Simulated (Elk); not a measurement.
# Magnetic state of ScCo2 from several starts

Wanted: the moments of ScCo2 and the energy of each order that was tried.

Main program and level: Elk 11.2.3 (patched build); LDA (Perdew-Wang); all-electron APW+lo, Dirac cores, scalar-relativistic bands.

### Step 1. Starting point

It takes space group Fd-3m (No. 227, cubic). Conventional cell: a = 6.890 Å, b = 6.890 Å, c = 6.890 Å, α = 90.00°, β = 90.00°, γ = 90.00°. Sc has 12 Co at 2.86 Å and 4 Sc at 2.98 Å nearest. Co has 6 Co at 2.44 Å and 6 Sc at 2.86 Å nearest. Farther neighbours are not listed.

Coordinates:

```cif
data_structure
_symmetry_space_group_name_H-M 'Fd-3m:1'
_symmetry_Int_Tables_number 227
_cell_length_a 6.8900
_cell_length_b 6.8900
_cell_length_c 6.8900
_cell_angle_alpha 90.000
_cell_angle_beta 90.000
_cell_angle_gamma 90.000
_cell_volume 327.08
loop_
_atom_site_label
_atom_site_type_symbol
_atom_site_symmetry_multiplicity
_atom_site_Wyckoff_symbol
_atom_site_fract_x
_atom_site_fract_y
_atom_site_fract_z
_atom_site_occupancy
Sc1 Sc 8 b 0.00000 0.00000 0.50000 1
Co1 Co 16 c 0.12500 0.12500 0.12500 1
```

### Step 2. Start 1: ferro ++++

The parallel start comes first: it fits the smallest cell, keeps the most symmetry and shows whether parallel moments form.

Moments are seeded by fields in the spheres (the last three columns under atoms), set against the wanted direction and reduced each loop.

The input, elk.in:

```
tasks
  0

xctype
  3

rgkmax
  7.0

nempty
  20

swidth
  0.005

reducebf
  0.5

epsengy
  1e-05

maxscl
  100

lmaxi
  3

spincore
  .true.

spinpol
  .true.

sppath
  './'

avec
  0.00000000000 6.51010649934 6.51010649934
  6.51010649934 0.00000000000 6.51010649934
  6.51010649934 6.51010649934 0.00000000000

atoms
  2
  'Sc.in'
  2
  0.0000000000 0.0000000000 0.0000000000   0.000000 0.000000 0.000000
  0.2500000000 0.2500000000 0.2500000000   0.000000 0.000000 0.000000
  'Co.in'
  4
  0.6250000000 0.6250000000 0.6250000000   0.000000 0.000000 -0.060000
  0.1250000000 0.6250000000 0.6250000000   0.000000 0.000000 -0.060000
  0.6250000000 0.6250000000 0.1250000000   0.000000 0.000000 -0.060000
  0.6250000000 0.1250000000 0.6250000000   0.000000 0.000000 -0.060000

ngridk
  6 6 6
```

Run with:

```sh
$ OMP_NUM_THREADS=2 elk
```

Numbers of over 12 decimals in the logs are rounded to 6 here.

Log:

```text
Warning(gndstate): core states of species 2 leak from the muffin-tin :   0.9363185009E-03

--- INFO.OUT ---
┌─────────────────────────┐
│ Elk code version 11.2.3 │
└─────────────────────────┘

All units are atomic (Hartree, Bohr, etc.)

┌─────────────────────────────────────────────────┐
│ Ground-state run starting from atomic densities │
└─────────────────────────────────────────────────┘

Lattice vectors :
   0.000000000       6.510106499       6.510106499
   6.510106499       0.000000000       6.510106499
   6.510106499       6.510106499       0.000000000

Reciprocal lattice vectors :
 -0.4825716221      0.4825716221      0.4825716221
  0.4825716221     -0.4825716221      0.4825716221
  0.4825716221      0.4825716221     -0.4825716221

Unit cell volume      :    551.8159832
Brillouin zone volume :   0.4495161811

Muffin-tin inner radius fraction :   0.1000000000E-01

Nuclei treated as point charges

Species : 1 (Sc)
 parameters loaded from : Sc.in
 name : scandium
 nuclear charge    :   -21.00000000
 electronic charge :    21.00000000
 atomic mass :    81949.61073
 muffin-tin radius :    2.400000000
 number of radial points in muffin-tin :    497
 inner part over the whole radius :   0.9745053643E-02
 number on inner part of muffin-tin    :    349
 approximate nuclear radius :   0.6711386133E-04
 number of mesh points to nuclear radius :    162
 atomic positions (lattice), magnetic fields (Cartesian) :
  1 :   0.37500000  0.37500000  0.37500000    0.00000000  0.00000000  0.00000000
  2 :  -0.37500000 -0.37500000 -0.37500000    0.00000000  0.00000000  0.00000000

Species : 2 (Co)
 parameters loaded from : Co.in
 name : cobalt
 nuclear charge    :   -27.00000000
 electronic charge :    27.00000000
 atomic mass :    107428.6517
 muffin-tin radius :    2.276670226
 number of radial points in muffin-tin :    497
 inner part over the whole radius :   0.9839883758E-02
 number on inner part of muffin-tin    :    350
 approximate nuclear radius :   0.7243775530E-04
 number of mesh points to nuclear radius :    168
 atomic positions (lattice), magnetic fields (Cartesian) :
  1 :   0.00000000  0.00000000  0.00000000    0.00000000  0.00000000 -0.06000000
  2 :   0.50000000  0.00000000  0.00000000    0.00000000  0.00000000 -0.06000000
  3 :   0.00000000  0.00000000  0.50000000    0.00000000  0.00000000 -0.06000000
  4 :   0.00000000  0.50000000  0.00000000    0.00000000  0.00000000 -0.06000000

Total number of atoms per unit cell :    6
Total muffin-tin volume :    313.5309352
 ratio of muffin-tin to unit cell volume :   0.5681802355

Spin treatment :
 spin-polarised
 spin-polarised core states
 global magnetic field (Cartesian) :    0.000000000       0.000000000       0.000000000
 collinear magnetisation in z-direction

Number of Bravais lattice symmetries :   48
Number of crystal symmetries         :   48
Crystal has inversion symmetry
Real symmetric eigensolver will be used

k-point grid :      6     6     6
k-point offset :    0.000000000       0.000000000       0.000000000
k-point set is reduced with full crystal symmetry group
Total number of k-points :       16

Muffin-tin radius times maximum |G+k| :    7.000000000
 using average radius
Maximum |G+k| for APW functions       :    3.020131136
Maximum (1/2)|G+k|²                   :    4.560596040
Maximum |G| for potential and density :    12.00000000
Constant for pseudocharge density :    7
 order of it for each species :   14  14
 order of it for pair densities of each species (exact exchange by exxq0 0: 14) :   10   9
Radial integration step length :    1

G-vector grid sizes :     36    36    36
Number of G-vectors :    16145

Maximum angular momentum used for
 APW functions            :    8
 outer part of muffin-tin :    6
 inner part of muffin-tin :    3

Total nuclear charge    :   -150.0000000
Total core charge       :    68.00000000
Total valence charge    :    82.00000000
Total excess charge     :    0.000000000
Total electronic charge :    150.0000000

Effective Wigner radius, rₛ :   0.9576455665

Number of empty states         :    120
Total number of valence states :    324
Total number of core states    :     68

Third-order local-orbitals added for an l without core states : T
Total number of local-orbitals :    124

Exchange-correlation functional :      3     0     0
 Perdew-Wang/Ceperley-Alder, Phys. Rev. B 45, 13244 (1992)
 gradient requirement :    0
 local density approximation (LDA)

Smearing type :    3
 Fermi-Dirac
Smearing width :   0.5000000000E-02
Effective electronic temperature (K) :    1578.875124

Mixing type :    3
 Broyden mixing, J. Phys. A: Math. Gen. 17, L317 (1984)

Kohn-Sham potential initialised from atomic data

┌──────────────────────────────┐
│ Self-consistent loop started │
└──────────────────────────────┘

┌─────────────────┐
│ Loop number : 1 │
└─────────────────┘

Energies :
 Fermi                       :     0.201098
 sum of occupied eigenvalues :     -4108.1674504253
 electron kinetic            :      7182.4761485179
 core electron kinetic       :      6525.2962742656
 Coulomb                     :     -13968.230487331
 Coulomb potential           :     -10863.613696400
 nuclear-nuclear             :     -1182.0624980015
 electron-nuclear            :     -14752.309998789
 Hartree                     :      1966.1420094600
 Madelung                    :     -8536.4236391309
 xc potential                :     -426.68375473845
 xc effective B-field        :    -0.179699
 external B-field            :      0.000000
 exchange                    :     -291.70844335090
 correlation                 :     -12.780131099511
 electron entropic           :    -0.15053781849540E-01
 total energy                :     -7090.2579670453
 (external B-field energy excluded from total)

Density of states at Fermi energy :    189.2973336
 (states/Hartree/unit cell)

Estimated indirect band gap :   0.2608636110E-03
 from k-point 14 to k-point 11
Estimated direct band gap   :   0.3175194227E-03
 at k-point 11

Charges :
 core                        :    68.00000000
 valence                     :    82.00000000
 interstitial                :    7.078298901
 muffin-tins (core leakage)
  species : 1 (Sc)
   atom 1                    :    18.73647052     ( -0.3512465842E-05)
   atom 2                    :    18.73647052     ( -0.3512465842E-05)
  species : 2 (Co)
   atom 1                    :    26.36219001     (  0.9697166656E-03)
   atom 2                    :    26.36219001     (  0.9697166656E-03)
   atom 3                    :    26.36219001     (  0.9697166656E-03)
   atom 4                    :    26.36219001     (  0.9697166656E-03)
 total in muffin-tins        :    142.9217011
[...]
┌─────────────────┐
│ Loop number : 2 │
└─────────────────┘

Energies :
 Fermi                       :     0.203150
 sum of occupied eigenvalues :     -4107.9434869000
 electron kinetic            :      7181.9772468551
 core electron kinetic       :      6525.4895765969
 Coulomb                     :     -13967.507347762
 Coulomb potential           :     -10864.761011392
 nuclear-nuclear             :     -1182.0624980015
 electron-nuclear            :     -14749.704987723
 Hartree                     :      1964.2601379620
 Madelung                    :     -8535.1268420664
 xc potential                :     -424.82141400992
 xc effective B-field        :    -0.185632
 external B-field            :      0.000000
 exchange                    :     -291.62023087775
 correlation                 :     -12.776775019510
 electron entropic           :    -0.15088554823152E-01
 total energy                :     -7089.9421953594
 (external B-field energy excluded from total)

Density of states at Fermi energy :    189.8552762
 (states/Hartree/unit cell)

Estimated indirect band gap :   0.8322481454E-03
 from k-point 11 to k-point 7
Estimated direct band gap   :   0.1744349802E-02
 at k-point 8

Charges :
 core                        :    68.00000000
 valence                     :    82.00000000
 interstitial                :    7.130055292
 muffin-tins (core leakage)
  species : 1 (Sc)
   atom 1                    :    18.76155293     ( -0.3512471217E-05)
   atom 2                    :    18.76155293     ( -0.3512471217E-05)
  species : 2 (Co)
   atom 1                    :    26.33670971     (  0.9690087161E-03)
   atom 2                    :    26.33670971     (  0.9690087161E-03)
   atom 3                    :    26.33670971     (  0.9690087161E-03)
   atom 4                    :    26.33670971     (  0.9690087161E-03)
 total in muffin-tins        :    142.8699447
 total calculated charge     :    149.9951879
 total charge                :    150.0000000
 error                       :   0.4812077432E-02

Moments :
 interstitial                :  -0.5681724415
 muffin-tins
  species : 1 (Sc)
   atom 1                    :  -0.1851238869
   atom 2                    :  -0.1851238869
  species : 2 (Co)
   atom 1                    :    1.446215149
   atom 2                    :    1.446215149
   atom 3                    :    1.446215149
   atom 4                    :    1.446215149
 total in muffin-tins        :    5.414612824
 total moment                :    4.846440383

RMS change in Kohn-Sham potential (target) :   0.4866967309     (  0.1000000000E-05)
Absolute change in total energy (target)   :   0.3157716858     (  0.1000000000E-04)

[... loops 3 to 23 left out ...]

┌──────────────────┐
│ Loop number : 24 │
└──────────────────┘

Energies :
 Fermi                       :     0.284383
 sum of occupied eigenvalues :     -4096.6477993151
 electron kinetic            :      7181.1822302013
 core electron kinetic       :      6526.6905492936
 Coulomb                     :     -13966.900562171
 Coulomb potential           :     -10875.525639467
 nuclear-nuclear             :     -1182.0624980015
 electron-nuclear            :     -14737.827557026
 Hartree                     :      1952.9894928566
 Madelung                    :     -8529.1377424371
 xc potential                :     -402.26686745432
 xc effective B-field        :    -0.37521397149610E-01
 external B-field            :      0.000000
 exchange                    :     -291.17954614171
 correlation                 :     -12.774738888411
 electron entropic           :    -0.18430678181157E-01
 total energy                :     -7089.6910476778
 (external B-field energy excluded from total)

Density of states at Fermi energy :    228.8392621
 (states/Hartree/unit cell)

Estimated indirect band gap :   0.3223220837E-03
 from k-point 7 to k-point 6
Estimated direct band gap   :   0.1424336772E-02
 at k-point 7

Charges :
 core                        :    68.00000000
 valence                     :    82.00000000
 interstitial                :    7.403996762
 muffin-tins (core leakage)
  species : 1 (Sc)
   atom 1                    :    19.22540961     ( -0.3512585025E-05)
   atom 2                    :    19.22540961     ( -0.3512585025E-05)
  species : 2 (Co)
   atom 1                    :    26.03629601     (  0.9363185302E-03)
   atom 2                    :    26.03629601     (  0.9363185302E-03)
   atom 3                    :    26.03629601     (  0.9363185302E-03)
   atom 4                    :    26.03629601     (  0.9363185302E-03)
 total in muffin-tins        :    142.5960032
 total calculated charge     :    149.9954081
 total charge                :    150.0000000
 error                       :   0.4591870638E-02

Moments :
 interstitial                :  -0.2280973574
 muffin-tins
  species : 1 (Sc)
   atom 1                    :  -0.1243137543
   atom 2                    :  -0.1243137543
  species : 2 (Co)
   atom 1                    :   0.6645530914
   atom 2                    :   0.6645530914
   atom 3                    :   0.6645530914
   atom 4                    :   0.6645530914
 total in muffin-tins        :    2.409584857
 total moment                :    2.181487500

RMS change in Kohn-Sham potential (target) :   0.4755777744E-06 (  0.1000000000E-05)
Absolute change in total energy (target)   :   0.1994850209E-05 (  0.1000000000E-04)

Convergence targets achieved

┌──────────────────┐
│ Loop number : 25 │
└──────────────────┘

Energies :
 Fermi                       :     0.284382
 sum of occupied eigenvalues :     -4096.6478037562
 electron kinetic            :      7181.1822436777
 core electron kinetic       :      6526.6905511461
 Coulomb                     :     -13966.900581168
 Coulomb potential           :     -10875.525611252
 nuclear-nuclear             :     -1182.0624980015
 electron-nuclear            :     -14737.827624612
 Hartree                     :      1952.9895414452
 Madelung                    :     -8529.1377755420
 xc potential                :     -402.26691768414
 xc effective B-field        :    -0.37519050671462E-01
 external B-field            :      0.000000
 exchange                    :     -291.17954716717
 correlation                 :     -12.774739146400
 electron entropic           :    -0.18430722260133E-01
 total energy                :     -7089.6910545260
 (external B-field energy excluded from total)

Density of states at Fermi energy :    228.8397239
 (states/Hartree/unit cell)

Estimated indirect band gap :   0.3220700279E-03
 from k-point 7 to k-point 6
Estimated direct band gap   :   0.1423581102E-02
 at k-point 7

Charges :
 core                        :    68.00000000
 valence                     :    82.00000000
 interstitial                :    7.403995012
 muffin-tins (core leakage)
  species : 1 (Sc)
   atom 1                    :    19.22540868     ( -0.3512584591E-05)
   atom 2                    :    19.22540868     ( -0.3512584591E-05)
  species : 2 (Co)
   atom 1                    :    26.03629691     (  0.9363185009E-03)
   atom 2                    :    26.03629691     (  0.9363185009E-03)
   atom 3                    :    26.03629691     (  0.9363185009E-03)
   atom 4                    :    26.03629691     (  0.9363185009E-03)
 total in muffin-tins        :    142.5960050
 total calculated charge     :    149.9954081
 total charge                :    150.0000000
 error                       :   0.4591869455E-02

Moments :
 interstitial                :  -0.2280853568
 muffin-tins
  species : 1 (Sc)
   atom 1                    :  -0.1243090350
   atom 2                    :  -0.1243090350
  species : 2 (Co)
   atom 1                    :   0.6645335450
   atom 2                    :   0.6645335450
   atom 3                    :   0.6645335450
   atom 4                    :   0.6645335450
 total in muffin-tins        :    2.409516110
 total moment                :    2.181430753

┌──────────────────────────────┐
│ Self-consistent loop stopped │
└──────────────────────────────┘

Warning : core states of species 2 leak from the muffin-tin :   0.9363185009E-03

Wrote STATE.OUT
```

It took 5.8 min on 2 threads of Arm Neoverse V2, shared host; peak memory 0.26 GiB.

Spin moment in the muffin-tin sphere by atom:

| atom | spin moment in the muffin-tin sphere (μB) |
| --- | --- |
| Sc1 | -0.124 |
| Sc2 | -0.124 |
| Co3 | 0.665 |
| Co4 | 0.665 |
| Co5 | 0.665 |
| Co6 | 0.665 |

This step gave:

```
density of states at the Fermi level : 8.410 states/eV/cell
moment between the spheres           : -0.2281 μB
magnetization                        : 2.181 μB
final state                          : ferromagnetic
```

After 25 cycles the largest moment stands at 0.665 μB.

### Step 3. Run 2 (antiferro ++--)

Another pattern of signs weighs the neighbour shells otherwise.

elk.in: that of step 2 with these lines changed.

```diff
@@ -51,4 +51,4 @@
   0.1250000000 0.6250000000 0.6250000000   0.000000 0.000000 -0.060000
-  0.6250000000 0.6250000000 0.1250000000   0.000000 0.000000 -0.060000
-  0.6250000000 0.1250000000 0.6250000000   0.000000 0.000000 -0.060000
+  0.6250000000 0.6250000000 0.1250000000   0.000000 0.000000 0.060000
+  0.6250000000 0.1250000000 0.6250000000   0.000000 0.000000 0.060000
```

Run with:

```sh
$ OMP_NUM_THREADS=2 elk
```

Log:

```text
┌─────────────────────────┐
│ Elk code version 11.2.3 │
└─────────────────────────┘

All units are atomic (Hartree, Bohr, etc.)

┌─────────────────────────────────────────────────┐
│ Ground-state run starting from atomic densities │
└─────────────────────────────────────────────────┘

Lattice vectors :
   0.000000000       6.510106499       6.510106499
   6.510106499       0.000000000       6.510106499
   6.510106499       6.510106499       0.000000000

Species : 1 (Sc)
 muffin-tin radius :    2.400000000
 atomic positions (lattice), magnetic fields (Cartesian) :
  1 :   0.37500000  0.37500000  0.37500000    0.00000000  0.00000000  0.00000000
  2 :  -0.37500000 -0.37500000 -0.37500000    0.00000000  0.00000000  0.00000000

Species : 2 (Co)
 muffin-tin radius :    2.276670226
 atomic positions (lattice), magnetic fields (Cartesian) :
  1 :   0.00000000  0.00000000  0.00000000    0.00000000  0.00000000 -0.06000000
  2 :   0.50000000  0.00000000  0.00000000    0.00000000  0.00000000 -0.06000000
  3 :   0.00000000  0.00000000  0.50000000    0.00000000  0.00000000  0.06000000
  4 :   0.00000000  0.50000000  0.00000000    0.00000000  0.00000000  0.06000000

Total number of atoms per unit cell :    6
Total muffin-tin volume :    313.5309352
 ratio of muffin-tin to unit cell volume :   0.5681802355

Spin treatment :
 spin-polarised
 spin-polarised core states
 global magnetic field (Cartesian) :    0.000000000       0.000000000       0.000000000
 collinear magnetisation in z-direction

Number of Bravais lattice symmetries :   48
Number of crystal symmetries         :   16
Crystal has inversion symmetry
Real symmetric eigensolver will be used

k-point grid :      6     6     6
k-point offset :    0.000000000       0.000000000       0.000000000
k-point set is reduced with full crystal symmetry group
Total number of k-points :       30

Muffin-tin radius times maximum |G+k| :    7.000000000
 using average radius
Maximum |G+k| for APW functions       :    3.020131136
Maximum (1/2)|G+k|²                   :    4.560596040
Maximum |G| for potential and density :    12.00000000
Constant for pseudocharge density :    7
 order of it for each species :   14  14
 order of it for pair densities of each species (exact exchange by exxq0 0: 14) :   10   9
Radial integration step length :    1

G-vector grid sizes :     36    36    36
Number of G-vectors :    16145

Maximum angular momentum used for
 APW functions            :    8
 outer part of muffin-tin :    6

Number of empty states         :    120
Total number of valence states :    324
Total number of core states    :     68

Third-order local-orbitals added for an l without core states : T
Total number of local-orbitals :    124

Exchange-correlation functional :      3     0     0
 Perdew-Wang/Ceperley-Alder, Phys. Rev. B 45, 13244 (1992)
 gradient requirement :    0
 local density approximation (LDA)

Smearing type :    3
 Fermi-Dirac
Smearing width :   0.5000000000E-02
Effective electronic temperature (K) :    1578.875124

Mixing type :    3
 Broyden mixing, J. Phys. A: Math. Gen. 17, L317 (1984)

Kohn-Sham potential initialised from atomic data

┌──────────────────────────────┐
│ Self-consistent loop started │
└──────────────────────────────┘

[... earlier loops left out ...]

┌──────────────────┐
│ Loop number : 24 │
└──────────────────┘

[key lines of the parts left out:]
total energy                :     -7089.6905445045
```

It took 10 min on 2 threads; peak memory 0.27 GiB.

The run was cut off at its time limit.

It was cut off while still iterating. More time helps where the residual falls; where it has stalled, the mixing must change.

After 23 loops the RMS change of the potential stands at 1e-06 Ha, still falling.

(Continued in part 2 of 2.)

[Logs and program files are shortened in this print: banners, set-up blocks, solver, clock and traceback lines can be left out without a mark of their own.]

[Logs are printed without paths, hosts, clocks, repeated set-up lines and the standing remarks that a program may print on its own settings, such as how far it seeks lower states.]

[Hosts, paths, dates, database ids (printed as entryN), source tags and the programs' standing remarks are cut or masked in the printed files.]

[Where a cell is said to come from a database of computed structures, the database is the Materials Project.]
